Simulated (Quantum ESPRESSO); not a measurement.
# Cl on fcc sites of Rh(111), stepped through the coverage, part 2 of 10

Aim: how the results for Cl on fcc sites of Rh(111) change with the coverage.

Quantum ESPRESSO 7.5; plane-wave DFT, PBE, GBRV ultrasoft pseudopotentials.

So far. Step 2 (Variable-cell relaxation of the reference):  The last row is no step: it is a fresh SCF in the final cell with a new plane-wave basis, -0 meV from the row before. The relaxed cell has a = 3.832 Å (conventional setting).

**3. Self-consistent run of the reference**

A bulk run at that cell gives the reference energy and levels.

ref.bulk.in

```
&control
  prefix = 'ref.bulk'
  outdir = './out'
  pseudo_dir = './pseudo'
  calculation = 'scf'
  tprnfor = .true.
/
&system
  ibrav = 0
  nat = 1
  ntyp = 1
  ecutwfc = 40
  ecutrho = 200
  occupations = 'smearing'
  smearing = 'mv'
  degauss = 0.02
/
&electrons
  conv_thr = 1e-09
  mixing_beta = 0.4
  electron_maxstep = 120
/
ATOMIC_SPECIES
  Rh  102.9055  rh_pbe_v1.4.uspp.F.UPF
CELL_PARAMETERS angstrom
  0.00000000000000 1.91602264600000 1.91602264600000
  1.91602264600000 0.00000000000000 1.91602264600000
  1.91602264600000 1.91602264600000 0.00000000000000
ATOMIC_POSITIONS crystal
  Rh  0.000000000000 0.000000000000 0.000000000000
K_POINTS automatic
  18 18 18 0 0 0
```

Started as:

```console
$ OMP_NUM_THREADS=1 mpirun -n 16 pw.x -nk 16 -in ref.bulk.in > ref.bulk.out
```

Log:

```text
[banner, memory and clock lines left out]
Program PWSCF v.7.5 starts
[citation notice left out]

[...]
Message from routine setup:
[...]
bravais-lattice index     =            0
     lattice parameter (alat)  =       5.1205  a.u.
     unit-cell volume          =      94.9355 (a.u.)^3
     number of atoms/cell      =            1
     number of atomic types    =            1
     number of electrons       =        15.00
     number of Kohn-Sham states=           12
     kinetic-energy cutoff     =      40.0000  Ry
     charge density cutoff     =     200.0000  Ry
     scf convergence threshold =      1.0E-09
     mixing beta               =       0.4000
     number of iterations used =            8  plain     mixing
     Exchange-correlation=  SLA  PW   PBX  PBC
                           (   1   4   3   4   0   0   0)

[...]
PseudoPot. # 1 for Rh read from file:
     ./pseudo/rh_pbe_v1.4.uspp.F.UPF
     Pseudo is Ultrasoft + core correction, Zval = 15.0
     Generated by new atomic code, or converted to UPF format
     Using radial grid of  969 points,  7 beta functions with:
                l(1) =   0
                l(2) =   0
                l(3) =   1
                l(4) =   1
                l(5) =   2
                l(6) =   2
                l(7) =   2
     Q(r) pseudized with  8 coefficients,  rinner =    1.200   1.200   1.200
                                                       1.200   1.200

     atomic species   valence    mass     pseudopotential
     Rh               15.00   102.90550     Rh( 1.00)

     48 Sym. Ops., with inversion, found

[...]
number of k points=   195  Marzari-Vanderbilt smearing, width (Ry)=  0.0200

     Number of k-points >= 100: set verbosity='high' to print them.

     Dense  grid:     4573 G-vectors     FFT dimensions: (  24,  24,  24)

     Smooth grid:     3287 G-vectors     FFT dimensions: (  24,  24,  24)

     Initial potential from superposition of free atoms

     starting charge      14.4999, renormalised to      15.0000

     negative rho (up, down):  5.816E-02 0.000E+00
     Starting wfcs are   12 randomized atomic wfcs

     per-process dynamical memory:    10.8 Mb

     Self-consistent Calculation

     iteration #  1     ecut=    40.00 Ry     beta= 0.40
     Davidson diagonalization with overlap
     ethr =  1.00E-02,  avg # of iterations =  4.3

     negative rho (up, down):  5.930E-02 0.000E+00

     total energy              =    -171.09836697 Ry
     estimated scf accuracy    <       0.55063042 Ry

     iteration #  2     ecut=    40.00 Ry     beta= 0.40
[...]
negative rho (up, down):  5.948E-02 0.000E+00

[...]
total energy              =    -171.20089218 Ry
     estimated scf accuracy    <       0.00150544 Ry

     iteration #  3     ecut=    40.00 Ry     beta= 0.40
[...]
negative rho (up, down):  5.955E-02 0.000E+00

[...]
total energy              =    -171.20114570 Ry
     estimated scf accuracy    <       0.00049410 Ry

     iteration #  4     ecut=    40.00 Ry     beta= 0.40
[...]
negative rho (up, down):  5.955E-02 0.000E+00

[...]
total energy              =    -171.20116574 Ry
     estimated scf accuracy    <       0.00003196 Ry

     iteration #  5     ecut=    40.00 Ry     beta= 0.40
[...]
negative rho (up, down):  5.953E-02 0.000E+00

[...]
total energy              =    -171.20117073 Ry
     estimated scf accuracy    <       0.00000097 Ry

     iteration #  6     ecut=    40.00 Ry     beta= 0.40
[...]
negative rho (up, down):  5.953E-02 0.000E+00

[...]
total energy              =    -171.20117104 Ry
     estimated scf accuracy    <       0.00000029 Ry

     iteration #  7     ecut=    40.00 Ry     beta= 0.40
[...]
negative rho (up, down):  5.953E-02 0.000E+00

[...]
total energy              =    -171.20117109 Ry
     estimated scf accuracy    <          7.7E-09 Ry

     iteration #  8     ecut=    40.00 Ry     beta= 0.40
[...]
negative rho (up, down):  5.953E-02 0.000E+00

[...]
End of self-consistent calculation

     Number of k-points >= 100: set verbosity='high' to print the bands.

     the Fermi energy is    20.7534 ev

!    total energy              =    -171.20117110 Ry
     estimated scf accuracy    <          4.8E-10 Ry
     smearing contrib. (-TS)   =      -0.00001520 Ry
     internal energy E=F+TS    =    -171.20115589 Ry

     The total energy is F=E-TS. E is the sum of the following terms:
     one-electron contribution =     -24.26481298 Ry
     hartree contribution      =      25.45615155 Ry
     xc contribution           =     -29.93697095 Ry
     ewald contribution        =    -142.45552352 Ry

     convergence has been achieved in   8 iterations

     negative rho (up, down):  5.953E-02 0.000E+00

     Forces acting on atoms (cartesian axes, Ry/au):

     atom    1 type  1   force =     0.00000000    0.00000000    0.00000000

     Total force =     0.000000     Total SCF correction =     0.000000

[...]
```

Wall time 1.8 s (16 MPI ranks of Arm Neoverse V2, shared host); peak memory 0.09 GiB.

Read from the output:

```
free energy : -2329.3106 eV
```

**4. Relaxing the ions of the reference**

The free molecule gives the reference for adsorption energies.

System of this step: Cl2 molecule in a box. The cell holds 2 atoms: 2 Cl. Cell: a = 11.000 Å, b = 11.500 Å, c = 13.000 Å, α = 90.0°, β = 90.0°, γ = 90.0°. Vacuum lies along a, b and c.

ref.gas.in

```
&control
  prefix = 'ref.gas'
  outdir = './out'
  pseudo_dir = './pseudo'
  nstep = 40
  forc_conv_thr = 0.001
  calculation = 'relax'
/
&system
  ibrav = 0
  nat = 2
  ntyp = 1
  ecutwfc = 40
  ecutrho = 200
  occupations = 'smearing'
  smearing = 'gaussian'
  degauss = 0.002
/
&electrons
  conv_thr = 1e-07
  mixing_beta = 0.4
  electron_maxstep = 120
/
&ions
/
ATOMIC_SPECIES
  Cl  35.4500  cl_pbe_v1.4.uspp.F.UPF
CELL_PARAMETERS angstrom
  11.00000000000000 0.00000000000000 0.00000000000000
  0.00000000000000 11.50000000000000 0.00000000000000
  0.00000000000000 0.00000000000000 13.00000000000000
ATOMIC_POSITIONS crystal
  Cl  0.500000000000 0.500000000000 0.423076923077
  Cl  0.500000000000 0.500000000000 0.576923076923
K_POINTS automatic
  1 1 1 0 0 0
```

Started as:

```console
$ OMP_NUM_THREADS=1 mpirun -n 16 pw.x -nk 1 -in ref.gas.in > ref.gas.out
```

Log:

```text
[banner, memory and clock lines left out]
Program PWSCF v.7.5 starts

          URL

     Message from routine setup:
     using ibrav=0 with symmetry is DISCOURAGED, use correct ibrav instead

     bravais-lattice index     =            0
     lattice parameter (alat)  =      20.7870  a.u.
     unit-cell volume          =   11097.6361 (a.u.)^3
     number of atoms/cell      =            2
     number of atomic types    =            1
     number of electrons       =        14.00
     number of Kohn-Sham states=           11
     kinetic-energy cutoff     =      40.0000  Ry
     charge density cutoff     =     200.0000  Ry
     scf convergence threshold =      1.0E-07
     mixing beta               =       0.4000
     number of iterations used =            8  plain     mixing
     energy convergence thresh.=      1.0E-04
     force convergence thresh. =      1.0E-03
     Exchange-correlation=  SLA  PW   PBX  PBC
                           (   1   4   3   4   0   0   0)
     nstep                     =           40

     celldm(1)=  20.786987  celldm(2)=   0.000000  celldm(3)=   0.000000
     celldm(4)=   0.000000  celldm(5)=   0.000000  celldm(6)=   0.000000

     crystal axes: (cart. coord. in units of alat)
               a(1) = (   1.000000   0.000000   0.000000 )
               a(2) = (   0.000000   1.045455   0.000000 )
               a(3) = (   0.000000   0.000000   1.181818 )

     reciprocal axes: (cart. coord. in units 2 pi/alat)
               b(1) = (  1.000000  0.000000  0.000000 )
               b(2) = (  0.000000  0.956522  0.000000 )
               b(3) = (  0.000000  0.000000  0.846154 )

     PseudoPot. # 1 for Cl read from file:
     ./pseudo/cl_pbe_v1.4.uspp.F.UPF
     Pseudo is Ultrasoft + core correction, Zval =  7.0
     Generated by new atomic code, or converted to UPF format
     Using radial grid of  909 points,  6 beta functions with:
                l(1) =   0
                l(2) =   0
                l(3) =   1
                l(4) =   1
                l(5) =   2
                l(6) =   2
     Q(r) pseudized with  8 coefficients,  rinner =    1.300   1.300   1.300
                                                       1.300   1.300

     atomic species   valence    mass     pseudopotential
     Cl                7.00    35.45000     Cl( 1.00)

      8 Sym. Ops., with inversion, found

   Cartesian axes

     site n.     atom                  positions (alat units)
         1        Cl     tau(   1) = (   0.5000000   0.5227273   0.5000000  )
         2        Cl     tau(   2) = (   0.5000000   0.5227273   0.6818182  )

     number of k points=     1  Gaussian smearing, width (Ry)=  0.0020
                       cart. coord. in units 2pi/alat
        k(    1) = (   0.0000000   0.0000000   0.0000000), wk =   2.0000000

     Dense  grid:   530123 G-vectors     FFT dimensions: (  96, 100, 120)

     Smooth grid:   379275 G-vectors     FFT dimensions: (  90,  90, 100)

     Initial potential from superposition of free atoms

     starting charge      14.0000, renormalised to      14.0000

     negative rho (up, down):  3.204E-02 0.000E+00
     Starting wfcs are    8 randomized atomic wfcs +    3 random wfcs

     per-process dynamical memory:    25.9 Mb

     Self-consistent Calculation

     iteration #  1     ecut=    40.00 Ry     beta= 0.40
     Davidson diagonalization with overlap
     ethr =  1.00E-02,  avg # of iterations =  7.0

     Threshold (ethr) on eigenvalues was too large:
     Diagonalizing with lowered threshold

     Davidson diagonalization with overlap
     ethr =  4.16E-04,  avg # of iterations =  7.0

     negative rho (up, down):  3.180E-02 0.000E+00

     total energy              =     -66.57809369 Ry
     estimated scf accuracy    <       0.05626554 Ry

     iteration #  2     ecut=    40.00 Ry     beta= 0.40
     Davidson diagonalization with overlap
     ethr =  4.02E-04,  avg # of iterations =  1.0

     negative rho (up, down):  3.198E-02 0.000E+00

     total energy              =     -66.57326344 Ry
     estimated scf accuracy    <       0.01498554 Ry

     iteration #  3     ecut=    40.00 Ry     beta= 0.40
     Davidson diagonalization with overlap
     ethr =  1.07E-04,  avg # of iterations =  2.0

     negative rho (up, down):  3.165E-02 0.000E+00

     total energy              =     -66.57455653 Ry
     estimated scf accuracy    <       0.00012841 Ry

     iteration #  4     ecut=    40.00 Ry     beta= 0.40
     Davidson diagonalization with overlap
     ethr =  9.17E-07,  avg # of iterations = 18.0

     negative rho (up, down):  3.139E-02 0.000E+00

     total energy              =     -66.57464508 Ry
     estimated scf accuracy    <       0.00003747 Ry

     iteration #  5     ecut=    40.00 Ry     beta= 0.40
     Davidson diagonalization with overlap
     ethr =  2.68E-07,  avg # of iterations =  2.0

     negative rho (up, down):  3.125E-02 0.000E+00

     total energy              =     -66.57465689 Ry
     estimated scf accuracy    <       0.00000668 Ry

     iteration #  6     ecut=    40.00 Ry     beta= 0.40
     Davidson diagonalization with overlap
     ethr =  4.77E-08,  avg # of iterations =  2.0

     negative rho (up, down):  3.117E-02 0.000E+00

     total energy              =     -66.57465639 Ry
     estimated scf accuracy    <       0.00000230 Ry

     iteration #  7     ecut=    40.00 Ry     beta= 0.40
     Davidson diagonalization with overlap
     ethr =  1.64E-08,  avg # of iterations =  2.0

     negative rho (up, down):  3.109E-02 0.000E+00

     End of self-consistent calculation

          k = 0.0000 0.0000 0.0000 ( 47391 PWs)   bands (ev):

   -23.2499 -19.0489 -11.7046  -9.6818  -9.6817  -7.0506  -7.0505  -4.0616
    -0.3109   0.6043   0.6858

     the Fermi energy is    -5.1621 ev

!    total energy              =     -66.57465765 Ry
     estimated scf accuracy    <       0.00000008 Ry
     smearing contrib. (-TS)   =      -0.00000000 Ry
     internal energy E=F+TS    =     -66.57465765 Ry

     The total energy is F=E-TS. E is the sum of the following terms:
     one-electron contribution =    -101.02345602 Ry
     hartree contribution      =      51.81316227 Ry
     xc contribution           =     -18.71625910 Ry
     ewald contribution        =       1.35189520 Ry

     convergence has been achieved in   7 iterations

     negative rho (up, down):  3.109E-02 0.000E+00

     Forces acting on atoms (cartesian axes, Ry/au):

     atom    1 type  1   force =     0.00000000    0.00000000   -0.00337144
     atom    2 type  1   force =     0.00000000    0.00000000    0.00337144

     Total force =     0.004768     Total SCF correction =     0.000709
     SCF correction compared to forces is large: reduce conv_thr to get better values

     BFGS Geometry Optimization
     Energy error            =      2.3E-05 Ry
     Gradient error          =      3.4E-03 Ry/Bohr

     number of scf cycles    =   1
     number of bfgs steps    =   0

     energy             new  =     -66.5746576490 Ry

     new trust radius        =       0.0033714395 bohr
     new conv_thr            =       0.0000001000 Ry

ATOMIC_POSITIONS (crystal)
Cl               0.5000000000        0.5000000000        0.4229396855
Cl               0.5000000000        0.5000000000        0.5770603145

     XML data file
     NEW-OLD atomic charge density approx. for the potential

     negative rho (up, down):  3.111E-02 0.000E+00

     per-process dynamical memory:    34.9 Mb

     Self-consistent Calculation

     iteration #  1     ecut=    40.00 Ry     beta= 0.40
     Davidson diagonalization with overlap
     ethr =  1.00E-06,  avg # of iterations =  3.0

     Threshold (ethr) on eigenvalues was too large:
     Diagonalizing with lowered threshold

     Davidson diagonalization with overlap
     ethr =  9.57E-09,  avg # of iterations =  4.0

     negative rho (up, down):  3.109E-02 0.000E+00

     total energy              =     -66.57466964 Ry
     estimated scf accuracy    <       0.00000237 Ry

     iteration #  2     ecut=    40.00 Ry     beta= 0.40
     Davidson diagonalization with overlap
     ethr =  1.70E-08,  avg # of iterations =  2.0

     negative rho (up, down):  3.109E-02 0.000E+00

     total energy              =     -66.57466985 Ry
     estimated scf accuracy    <       0.00000031 Ry

     iteration #  3     ecut=    40.00 Ry     beta= 0.40
     Davidson diagonalization with overlap
     ethr =  2.22E-09,  avg # of iterations =  2.0

     negative rho (up, down):  3.108E-02 0.000E+00

     End of self-consistent calculation

          k = 0.0000 0.0000 0.0000 ( 47391 PWs)   bands (ev):

   -23.2257 -19.0584 -11.6967  -9.6703  -9.6703  -7.0577  -7.0577  -4.0893
    -0.3098   0.6075   0.6860

     the Fermi energy is    -5.1559 ev

!    total energy              =     -66.57466986 Ry
     estimated scf accuracy    <       0.00000006 Ry
     smearing contrib. (-TS)   =      -0.00000000 Ry
     internal energy E=F+TS    =     -66.57466986 Ry

     The total energy is F=E-TS. E is the sum of the following terms:
     one-electron contribution =    -100.93711409 Ry
     hartree contribution      =      51.76963450 Ry
     xc contribution           =     -18.71352170 Ry
     ewald contribution        =       1.30633143 Ry

     convergence has been achieved in   3 iterations

     negative rho (up, down):  3.108E-02 0.000E+00

     Forces acting on atoms (cartesian axes, Ry/au):

     atom    1 type  1   force =     0.00000000    0.00000000   -0.00057322
     atom    2 type  1   force =     0.00000000    0.00000000    0.00057322

     Total force =     0.000811     Total SCF correction =     0.000312
     SCF correction compared to forces is large: reduce conv_thr to get better values
     Energy error            =      1.2E-05 Ry
     Gradient error          =      5.7E-04 Ry/Bohr

     bfgs converged in   2 scf cycles and   1 bfgs steps
     (criteria: energy <  1.0E-04 Ry, force <  1.0E-03 Ry/Bohr)

     End of BFGS Geometry Optimization

     Final energy             =     -66.5746698612 Ry

     File ./out/ref.gas.bfgs deleted, as requested
Begin final coordinates

ATOMIC_POSITIONS (crystal)
Cl               0.5000000000        0.5000000000        0.4229396855
Cl               0.5000000000        0.5000000000        0.5770603145
End final coordinates

     XML data file, charge density, pseudopotentials, collected wavefunctions

                                        0.00s GPU  (      65 calls)
```

The job ended after 5.3 s (16 MPI ranks; peak memory 2.5 GiB; 83 s of CPU time).

Hardly anything moved in the relaxation; the energy changed by under 0.2 meV an atom.

Numbers from this step:

| Quantity | Value |
| --- | --- |
| free energy | -905.7945 eV |
| Fermi energy | -5.156 eV |

[end of part 2 of 10]

[Logs are printed without paths, hosts, clocks, repeated set-up lines and the standing remarks that a program may print on its own settings, such as how far it seeks lower states.]

[Hosts, paths, dates, database ids (printed as entryN), source tags and the programs' standing remarks are cut or masked in the printed files.]

[Maps of the electrostatic potential energy from Ansatz leave out the sawtooth potential of an applied field or a dipole correction, so their vacuum need not be flat; planar profiles and work functions include it.]
